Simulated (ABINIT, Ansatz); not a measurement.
# CsPbCl3 (Pm-3m): G0W0 on several meshes in ABINIT, part 2 of 2

Aim: the GW shift of CsPbCl3 (Pm-3m) against the k mesh.

ABINIT 10.8.3; PBE and many-body steps on it, plane waves. Known limits of the many-body steps: not at the basis limit; no spin-orbit coupling; coarse k mesh.

So far. Step 4 (2×2×2): The gap on the mesh goes from 1.93 eV to 3.21 eV, a correction of +1.28 eV. Step 5 (Empty states on the mesh, 4×4×4 mesh, 264 bands): On this mesh the gap is 1.932 eV.

## 7. 4×4×4

This step: G0W0 on PBE, plane waves, norm-conserving pseudopotentials.

Input file run.abi:

```
acell 3*1.0 Angstrom
rprim 
  5.605000000000 0.000000000000 0.000000000000
  0.000000000000 5.605000000000 0.000000000000
  0.000000000000 0.000000000000 5.605000000000
ntypat 3
znucl 55 82 17
natom 5
typat 1 2 3 3 3
xred 
  0.000000000000 0.000000000000 0.000000000000
  0.500000000000 0.500000000000 0.500000000000
  0.500000000000 0.500000000000 0.000000000000
  0.000000000000 0.500000000000 0.500000000000
  0.500000000000 0.000000000000 0.500000000000
pp_dirpath "pseudos"
pseudos "Cs.upf, Pb.upf, Cl.upf"
ecut 32
ngkpt 4 4 4
nshiftk 1
shiftk 0 0 0
kptopt 1
chksymbreak 0
istwfk *1
occopt 1
irdwfk 1
optdriver 4
nband 240
gwcalctyp 0
ecutsigx 32
symsigma 1
nkptgw 2
kptgw 
  0.5000000000 0.5000000000 0.5000000000
  0.0000000000 0.0000000000 0.0000000000
bdgw 
  23 29
  24 29
ecuteps 5.2
irdscr 1
ppmodel 1
indata_prefix "in"
outdata_prefix "out"
tmpdata_prefix "tmp"
```

Command:

```console
$ OMP_NUM_THREADS=1 mpirun -n 4 abinit run.abi > log
```

Numbers of over 12 decimals in the logs are rounded to 6 here.

The program printed:

```text
.Version 10.8.3 of ABINIT. v10.8.2 released Aug 2026.

 Symmetries : space group Pm -3 m (#221); Bravais cP (primitive cubic)
[... echo of the input left out ...]
== DATASET  1 ==================================================================
-   mpi_nproc: 4, omp_nthreads: 1 (-1 if OMP is not activated)

--- !DatasetInfo
iteration_state: {dtset: 1, }
dimensions: {natom: 5, nkpt: 10, mband: 240, nsppol: 1, nspinor: 1, nspden: 1, mpw: 10315, }
cutoff_energies: {ecut:  32.0, pawecutdg:  -1.0, }
electrons: {nelect:   5.20000000E+01, charge:   0.00000000E+00, occopt:   1.00000000E+00, tsmear:   1.00000000E-02, }

 SIGMA: Calculation of the GW corrections

 Based on a program developped by R.W. Godby, V. Olevano, G. Onida, and L. Reining.
 Incorporated in ABINIT by V. Olevano, G.-M. Rignanese, and M. Torrent.
.Using double precision arithmetic ; gwpc =  8

[... cell and pseudopotentials left out ...]
--------------------------------------------------------------------------------

 ==== K-mesh for the wavefunctions ====
 Number of points in the irreducible wedge :    10
[... list of points left out ...]
 Together with 48 symmetry operations and time-reversal symmetry
 yields    64 points in the full Brillouin Zone.

 ==== Q-mesh for screening function ====
 Number of points in the irreducible wedge :    10
[... list of points left out ...]
 Together with 48 symmetry operations and time-reversal symmetry
 yields    64 points in the full Brillouin Zone.

 vcoul_init : cutoff-mode = AUXILIARY_FUNCTION
 q-points for optical limit:   1
     1)      0.000010    0.000020    0.000030
 setmesh: FFT mesh size selected  =    54x   54x   54
          total number of points  =       157464

 Number of electrons calculated from density =   52.0000; Expected =   52.0000
[...]
number of omega for Sigma on real axis              0
 max omega for Sigma on real axis  [eV]           0.00
 zcut for avoiding poles [eV]                     0.10

 EPSILON^-1 parameters (SCR file):
 dimension of the eps^-1 matrix on file            691
 dimension of the eps^-1 matrix used               691
 number of plane-waves for wavefunctions         10251
 number of bands                                   240
 number of q-points in IBZ                          10
 number of frequencies                               2
 number of real frequencies                          1
 number of imag frequencies                          1

 matrix elements of self-energy operator (all in [eV])

 Perturbative Calculation

--- !SelfEnergy_ee
iteration_state: {dtset: 1, }
kpoint     : [   0.500,    0.500,    0.500, ]
spin       : 1
KS_gap     :    1.932
QP_gap     :    3.205
Delta_QP_KS:    1.273
data: !SigmaeeData |
     Band     E0 <VxcDFT>   SigX SigC(E0)      Z dSigC/dE  Sig(E)    E-E0       E
       23   0.573 -14.247 -18.752   2.841   0.775  -0.290 -15.537  -1.290  -0.717
       24   0.573 -14.247 -18.752   2.841   0.775  -0.290 -15.537  -1.290  -0.717
       25   0.573 -14.247 -18.752   2.841   0.775  -0.290 -15.537  -1.290  -0.717
[...]
--- !SelfEnergy_ee
iteration_state: {dtset: 1, }
kpoint     : [   0.000,    0.000,    0.000, ]
spin       : 1
KS_gap     :    5.879
QP_gap     :    7.514
Delta_QP_KS:    1.636
data: !SigmaeeData |
     Band     E0 <VxcDFT>   SigX SigC(E0)      Z dSigC/dE  Sig(E)    E-E0       E
[...]
28   7.070  -6.635  -2.920  -3.085   0.853  -0.172  -6.098   0.537   7.608
       29   7.070  -6.635  -2.920  -3.085   0.853  -0.172  -6.098   0.537   7.608

== END DATASET(S) ==============================================================
================================================================================

 -outvars: echo values of variables after computation  --------
           etotal      0.0000000000E+00
            nband         240
             nkpt          10
          spgroup         221
 [... the other variables as echoed above ...]

 Calculation completed.
```

It took 5.5 min on 4 MPI ranks of Arm Neoverse N1, shared host; peak memory 4.5 GiB.

This step gave:

| Item | Value |
| --- | --- |
| G0W0 gap on the points computed | 3.205 eV |
| starting gap on the mesh | 1.932 eV |
| k of the valence top | 0.5, 0.5, 0.5 |
| k of the conduction bottom | 0.5, 0.5, 0.5 |
| Z at the valence top | 0.799 |
| Z at the conduction bottom | 0.828 |
| least direct G0W0 gap on the computed points | 3.205 eV |

Against G0W0 in ABINIT (2×2×2 mesh, 240 bands, screening to 141.5 eV, Godby-Needs plasmon pole), the gap moves by −0.007 eV.

## 8. The runs together

Times are wall times on 4 MPI ranks of Arm Neoverse N1, shared host, good to a factor of about two. A run's time includes the screening step that it read.

| run | mesh | bands | screening cutoff (eV) | DFT gap (eV) | gap on the mesh (eV) | direct (eV) | ε∞ used | time |
| --- | --- | --- | --- | --- | --- | --- | --- | --- |
| 2×2×2 | 2×2×2 | 240 | 141.5 | 1.932 | 3.212 | 3.212 | 7.22 | 5.4 min |
| 4×4×4 | 4×4×4 | 240 | 141.5 | 1.932 | 3.205 | 3.205 | 4.34 | 33 min |

## 9. Summary of results

| Item | Value |
| --- | --- |
| 2×2×2 | 3.212 eV |
| 4×4×4 | 3.205 eV |
| known limits | not at the basis limit; no spin-orbit coupling; coarse k mesh |

**Reading.** 4×4×4: −0.007 eV against 2×2×2. Bands and cutoff are finite, so the gap is not at the basis limit. The miss can reach some tenths of an eV and take either sign; the mesh is an error of its own. In the G0W0 runs levels were corrected at 2 k points alone, so a gap called «on the mesh» is the least over those, and an edge elsewhere would be missed. The 2×2×2 mesh is coarse for this cell, which bears on the long-range parts of exchange and screening. Where an edge is built on 6p states of lead, bismuth or thallium, scalar-relativistic gaps usually stand too wide, by a few tenths to over one eV. This is the ideal cubic cell; many perovskites, halides above all, are cubic only on average, and local tilts or off-centring can widen the gap. The many-body steps are scalar-relativistic: spin-orbit coupling is not in them.

[Paths, hosts, dates, memory and timing lines, banners, echoed tables and standing remarks are left out of the program output.]

[Logs are printed without paths, hosts, clocks, repeated set-up lines and the standing remarks that a program may print on its own settings, such as how far it seeks lower states.]

[Runs of the session that timed out or met a known fault of the program may be left out.]

[Hosts, paths, dates, database ids (printed as entryN), source tags and the programs' standing remarks are cut or masked in the printed files.]

[G0W0 gaps are taken among the corrected bands and points alone; a level outside them can change the order at an edge.]

[Where Ansatz stands beside ABINIT at settings called matched, ABINIT's density can come from a denser mesh and the files from another edition; pairs whose starting gaps differed by over 0.03 eV were left out, so agreement reads better than it is.]
